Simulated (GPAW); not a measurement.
Consider ZrCuSiP (P4/nmm).

```xyz
8
Lattice="3.5935 0.0000 0.0000 0.0000 3.5935 0.0000 0.0000 0.0000 9.5264" Properties=species:S:1:pos:R:3 pbc="T T T"
Zr    1.7967    0.0000    2.1779
Zr    0.0000    1.7967    7.3485
Cu    0.0000    0.0000    4.7632
Cu    1.7967    1.7967    4.7632
P     1.7967    0.0000    6.3999
P     0.0000    1.7967    3.1264
Si    0.0000    0.0000    0.0000
Si    1.7967    1.7967    0.0000
```

Absorber: atom 7, with 4 Si at 2.54 Å and 4 Zr at 2.82 Å (8-fold, site symmetry -4m2). Method: GPAW, LDA, excited-electron core hole (neutral cell), 16-atom cell with 5.1 Å between holes, 5×5×5 k points, dipole transitions, Gaussian full width 0.9 eV up to 4 eV, rising linearly to 3.5 eV at 25 eV.

Q: Where do the maxima of the Si K edge fall?

Main maxima up to 24 eV above the zero (height): 0.3 eV (0.63), 2.0 eV (1.02), 5.2 eV (1.83), 7.6 eV (1.62) and 18.1 eV (0.92). A K edge sees empty p states on the absorber. The total-energy difference is 1842.96 eV. One term is added: -14.86 eV, since the hole is spin-paired here and a spin-polarised one costs that much less in the free atom (computed apart). The photon energy is then 1828.10 eV. The tabulated edge of the element is 1839 eV. The functional leaves an error in such absolute values: in the free atom LDA prices this hole 7.8 eV below PBE (computed apart), and PBE is itself good to a few eV.

The Si K spectrum (energy from the lowest empty level; intensity scaled to a mean of 1 over the first 20 eV; polarised curves are means over the symmetry-equivalent atoms):

```csv
E (eV),isotropic,ε ⊥ c,ε ∥ c
-2.0,0.00,0.00,0.00
-1.5,0.00,0.00,0.00
-1.0,0.01,0.01,0.00
-0.5,0.14,0.21,0.02
0.0,0.54,0.77,0.09
0.5,0.57,0.79,0.13
1.0,0.49,0.67,0.14
1.5,0.85,1.11,0.34
2.0,1.02,1.23,0.62
2.5,0.96,1.12,0.64
3.0,0.98,1.12,0.72
3.5,1.30,1.27,1.35
4.0,1.53,1.33,1.93
4.5,1.58,1.32,2.11
5.0,1.80,1.48,2.44
5.5,1.73,1.53,2.12
6.0,1.46,1.47,1.43
6.5,1.37,1.50,1.12
7.0,1.48,1.78,0.88
7.5,1.61,2.04,0.75
8.0,1.52,1.88,0.80
8.5,1.20,1.37,0.86
9.0,0.92,0.93,0.89
9.5,0.81,0.75,0.94
10.0,0.77,0.70,0.91
10.5,0.72,0.66,0.83
11.0,0.69,0.61,0.84
11.5,0.71,0.57,0.97
12.0,0.74,0.56,1.10
12.5,0.76,0.59,1.11
13.0,0.77,0.66,0.99
13.5,0.77,0.74,0.82
14.0,0.76,0.80,0.68
14.5,0.76,0.85,0.59
15.0,0.77,0.89,0.55
15.5,0.79,0.92,0.55
16.0,0.81,0.94,0.56
16.5,0.84,0.96,0.58
17.0,0.87,1.00,0.61
17.5,0.90,1.04,0.64
18.0,0.92,1.04,0.69
18.5,0.91,1.00,0.74
19.0,0.89,0.95,0.78
19.5,0.87,0.89,0.82
20.0,0.85,0.85,0.84
20.5,0.83,0.82,0.86
21.0,0.81,0.79,0.86
21.5,0.79,0.76,0.86
22.0,0.76,0.72,0.85
22.5,0.73,0.67,0.83
23.0,0.69,0.63,0.81
23.5,0.65,0.58,0.79
24.0,0.61,0.54,0.75
24.5,0.58,0.51,0.72
25.0,0.55,0.49,0.68
25.5,0.54,0.48,0.65
26.0,0.53,0.47,0.63
26.5,0.53,0.47,0.63
27.0,0.53,0.47,0.65
27.5,0.55,0.47,0.69
28.0,0.56,0.48,0.74
28.5,0.59,0.48,0.81
29.0,0.63,0.50,0.88
29.5,0.67,0.53,0.95
30.0,0.71,0.57,1.01
30.5,0.75,0.61,1.04
31.0,0.77,0.64,1.04
31.5,0.78,0.67,1.01
```

The holes are only 5.1 Å apart, so the shape is probably not converged with cell size; no larger cell was run here. The mesh is coarse (0.26 Å⁻¹ between points), so small maxima may be mesh ripples. The structure is a computed Materials Project entry and may be a hypothetical form.

[Banner, clock and machine lines of the logs are left out without a mark of their own.]

[Logs are printed without paths, hosts, clocks, repeated set-up lines and the standing remarks that a program may print on its own settings, such as how far it seeks lower states.]

[Hosts, paths, dates, database ids (printed as entryN), source tags and the programs' standing remarks are cut or masked in the printed files.]

[Lists of maxima count a maximum above −3 eV only where it reaches 4 % of the highest in the window and stands out from its surroundings by 2 % of it (1.5 % where it reaches 55 %); shoulders and weaker maxima are passed over, and of the rest the first, up to two pre-edge ones and the few strongest are named.]
